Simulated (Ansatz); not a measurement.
# Phonons of SbRh3C (Rh3SbC antiperovskite), part 3 of 3

The plan: relax SbRh3C (Rh3SbC antiperovskite), check its phonons, and, if the lattice is stable, compute its Eliashberg function and ρ(T).

Ansatz 0.2.0; DFT PBE, scalar-relativistic, plane waves, PAW.

So far, highest frequency, solved or plainly interpolated (cm⁻¹): step 4 (lattice stability: q 2×2×2, k 4×4×4) 600; step 5 (k-mesh 6×6×6) 591. Also lowest on path (cm⁻¹): step 4 -156; step 5 -162. The relaxed cell has a = 4.158 Å (conventional setting).

The structure was built from a prototype and need not be the compound's stable phase.

### 6. Coupling and resistivity: q 2×2×2, k 6×6×6, scattering 8×8×8

Phonons, couplings and the Boltzmann equation in one run.

File input.yaml:

```yaml
crystal:
  lattice:
    - [4.1582120545, 0.0, 0.0]
    - [0.0, 4.1582120545, 0.0]
    - [0.0, 0.0, 4.1582120545]
  atoms:
    - { symbol: Sb, position: [0.0, 0.0, 0.0] }
    - { symbol: Rh, position: [0.5, 0.5, 0.0] }
    - { symbol: Rh, position: [0.5, 0.0, 0.5] }
    - { symbol: Rh, position: [0.0, 0.5, 0.5] }
    - { symbol: C, position: [0.5, 0.5, 0.5] }
kpoints:
  mp_grid: { grid: [6, 6, 6] }
hamiltonian:
  xc: pbe
scf:
  occupations: { method: methfessel_paxton, width: 0.2 }
output:
  eigenvalues: true
phonons:
  method: dfpt
  qmesh: [2, 2, 2]
  temperatures: { t_max: 1000, t_step: 50 }
  qpath:
    path:
      - [[0.0, 0.0, 0.0], [0.0, 0.5, 0.0], [0.5, 0.5, 0.0], [0.0, 0.0, 0.0], [0.5, 0.5, 0.5], [0.0, 0.5, 0.0]]
      - [[0.5, 0.5, 0.5], [0.5, 0.5, 0.0]]
    npoints: 10
  electrical_resistivity:
    mesh: [8, 8, 8]
    temperatures: [20.0, 50.0, 77.0, 100.0, 150.0, 200.0, 300.0, 400.0, 600.0, 800.0]
```

On the command line:

```sh
> ansatz run input.yaml --threads 4 --pin off --max-ram 16384MiB --backend cpu --events-out ev --progress --plain --runs-dir out
```

Output:

```text
[the first part of the log is left out]
  E_nonlocal   = 1460.482942
  E_hartree    = 2539.880968
  E_xc         = -852.307671
  E_vxc        = -991.770730  (∫ρ·V_xc dr)
  E_paw        = -15439.844810  (= ΣΔE_a)
  E_vpaw       = -1321.637217  (= ΣTr[D̂ρ^β])
  E_aug_tail   = 0.002532  (compensation charges beyond the density's cutoff)
  E_ewald      = -8969.795436
  E_smearing   = -0.029055  (= −TS)
  E_closure    = 0.000000  (closes the sum)
  Σ components = -25943.308894   (vs F -25943.308894, Δ=0.00e0)
--- Band table (eV; the first three rows and the last of 20) ---
  k-point 0: bands = ["-60.0156", "-59.9783", "-59.9783", "-28.2984", "-28.2984", "-28.2984", "-27.7566", "-27.7566", "-27.7566", "-27.7466", "-27.7466", "-27.7466", "-11.0783", "-11.0783", "-11.0783", "-11.0775", "-11.0775", "4.7862", "7.3997", "13.9496", "13.9496", "13.9496", "14.3706", "14.3706", "14.9964", "14.9964", "14.9964", "16.6782", "16.6782", "16.6782", "16.8616", "16.8616", "18.3701", "18.3701", "18.3701", "18.4149", "18.4158", "18.4158", "18.4158", "19.2681", "24.5165", "24.5165"]
  k-point 1: bands = ["-60.0134", "-59.9805", "-59.9783", "-28.2958", "-28.2958", "-28.2937", "-27.7627", "-27.7575", "-27.7575", "-27.7485", "-27.7485", "-27.7472", "-11.0783", "-11.0778", "-11.0778", "-11.0769", "-11.0755", "4.9798", "7.5366", "13.6207", "13.9006", "13.9006", "14.0110", "14.4508", "14.5832", "14.7040", "14.7040", "16.2484", "16.5747", "16.6699", "16.6699", "16.8608", "18.2171", "18.4163", "18.5451", "18.5451", "18.6438", "18.9465", "18.9465", "20.3760", "24.5306", "25.0944"]
  k-point 2: bands = ["-60.0077", "-59.9862", "-59.9782", "-28.2905", "-28.2905", "-28.2840", "-27.7751", "-27.7605", "-27.7605", "-27.7511", "-27.7511", "-27.7484", "-11.0781", "-11.0766", "-11.0766", "-11.0758", "-11.0716", "5.4442", "7.8148", "12.4156", "13.2017", "13.8340", "13.8340", "14.1492", "14.2402", "14.2402", "15.1346", "16.0282", "16.3540", "16.6046", "16.6046", "16.8284", "17.7134", "18.4174", "18.9110", "18.9110", "18.9486", "20.0642", "20.0642", "21.2851", "24.6101", "26.0082"]
  k-point 19: bands = ["-59.9907", "-59.9907", "-59.9907", "-28.4794", "-28.1765", "-28.1765", "-27.8513", "-27.8513", "-27.8513", "-27.6768", "-27.6768", "-27.6768", "-11.0809", "-11.0809", "-11.0809", "-11.0662", "-11.0662", "7.7748", "8.3802", "10.9396", "10.9396", "10.9396", "14.8150", "14.8150", "14.8150", "15.5043", "15.5043", "15.5043", "15.6889", "15.6889", "15.6889", "17.1576", "17.1576", "17.9452", "18.2514", "18.2514", "18.2514", "20.9063", "20.9063", "20.9063", "27.1492", "27.7874"]
--- Phonons (Γ-DFPT): 4 representative perturbations + reference (Σ response iterations 18) ---
  ASR residual: 2.298e-5 → 0.000e0 eV/Å²; symmetrization residual: 6.774e-7 eV/Å²
  ASR residual per site (eV/Å²): 8.74e-7 2.30e-5 2.30e-5 2.30e-5 1.29e-5
  Γ frequencies (cm⁻¹): -161.52 -161.52 -161.52 -66.76 -66.76 -66.76 0.00 0.00 0.00 50.72 50.72 50.72 282.81 282.81 282.81
--- Phonons (arbitrary-q DFPT): 4 irreducible q on the 2×2×2 mesh ---
  q = [0.0000, 0.0000, 0.0000] (star 1, of the zone-centre solve; hermiticity 2.60e-7, symmetrization 8.16e-12): -161.52 -161.52 -161.52 -66.76 -66.76 -66.76 -0.00 -0.00 0.00 50.72 50.72 50.72 282.81 282.81 282.81
  q = [0.0000, 0.0000, -0.5000] (star 3, 9 solved perturbations in 504 linear systems a pass and spin channel, the states on 64 of 216 k-point pairs; hermiticity 9.67e-8, symmetrization 7.12e-13): -140.90 -116.30 -116.30 -114.58 -39.32 -39.32 32.86 32.86 67.29 67.29 111.10 129.88 288.21 288.21 542.45
  q = [0.0000, -0.5000, -0.5000] (star 3, 9 solved perturbations in 504 linear systems a pass and spin channel, the states on 64 of 216 k-point pairs; hermiticity 8.81e-8, symmetrization 8.16e-13): -101.86 -98.21 -98.21 -72.87 -63.47 -63.47 38.40 85.31 88.62 88.62 94.64 203.38 316.09 573.23 573.23
  q = [-0.5000, -0.5000, -0.5000] (star 1, 4 solved perturbations in 184 linear systems a pass and spin channel, the states on 64 of 216 k-point pairs; hermiticity 3.80e-8, symmetrization 1.75e-12): -71.36 -71.36 -71.36 34.14 34.14 34.14 72.55 72.55 72.55 87.21 87.21 267.62 590.55 590.55 590.55
  sum rule: each row above includes the acoustic sum rule's correction from the zone centre's row sums; it moved no ω² by more than (0.54 cm⁻¹)²
  mesh force constants: q→R imaginary residual 1.01e-17; ASR residual 2.298e-5 → 0.000e0 eV/Å²; symmetrization residual 8.882e-15 eV/Å²
  interpolated dispersion: 62 rows × 15 modes
  density of states and harmonic sums: on the 16×16×16 q-mesh, interpolated from the force constants of a 2×2×2 supercell (no non-analytic term)
  largest difference from the sums on the solved wave vectors: F 5.78e-2 eV, S 5.78e-5 and C_V 1.63e-5 eV/K
  zero-point energy: 0.115106 eV/cell   skipped modes (ω ≤ 0): 983, of them read as no rigid motion or as one in doubt: 980 (5.979e0 modes/cell left out, lowest -161.52 cm⁻¹)   left out of the sums: 3.99e-1 of the cell's modes: C_V's classical limit lies that fraction below 3 k_B per atom; for a crystal, a wire or a layer, F and S can be off by more, and a phonons.interpolated_qmesh denser along its periods is the remedy for the sampling
Error: electrical resistivity: the mode of lowest frequency at the wavevector [0.0000, 0.0000, 0.0000] is imaginary, -161.52 cm⁻¹ (written negative): the force constants describe an unstable lattice; relax the structure, enlarge phonons.supercell (under dfpt, kpoints.mp_grid), or, with a block electrical_resistivity or superconductivity, name a file of force constants under which the crystal is stable (phonons.electron_phonon_force_constants)
The harmonic force constants that this run solved are whole in <dir>
```

It took 3.6 min on 4 threads of Arm Neoverse V1, shared host; peak memory 0.9 GiB.

The run ended with an error.

The program's message: “electrical resistivity: the mode of lowest frequency at the wavevector [0.0000, 0.0000, 0.0000] is imaginary, -161.52 cm⁻¹ (written negative): the force constants describe an unstable lattice; relax t …”

The run stops because a mode is imaginary on the scattering mesh, where no scattering rate is defined; denser k meshes, other smearings and, between solved wavevectors, finer q meshes show whether the instability is real.

### 7. Outcome

```json
{"phonon run of the rows without a label of their own": "PBE, q 2×2×2, k 6×6×6", "softest mode on the q mesh": "-162 cm⁻¹ at q = (0, 0, 0)", "highest frequency, solved or plainly interpolated": "591 cm⁻¹"}
```

The lattice is dynamically unstable at this level: a mode at q = (0, 0, 0) is imaginary, 162i cm⁻¹, so no harmonic coupling constant or resistivity is defined for this structure. These meshes are coarse, and single modes of a metal can move by tens of cm⁻¹ with the k mesh. The phonon runs are not spin-polarised. The structure was built by hand as an ordered model, and its stability against other phases was not tested.

[Logs are printed without paths, hosts, clocks, repeated set-up lines and the standing remarks that a program may print on its own settings, such as how far it seeks lower states.]

[Hosts, paths, dates, database ids (printed as entryN), source tags and the programs' standing remarks are cut or masked in the printed files.]
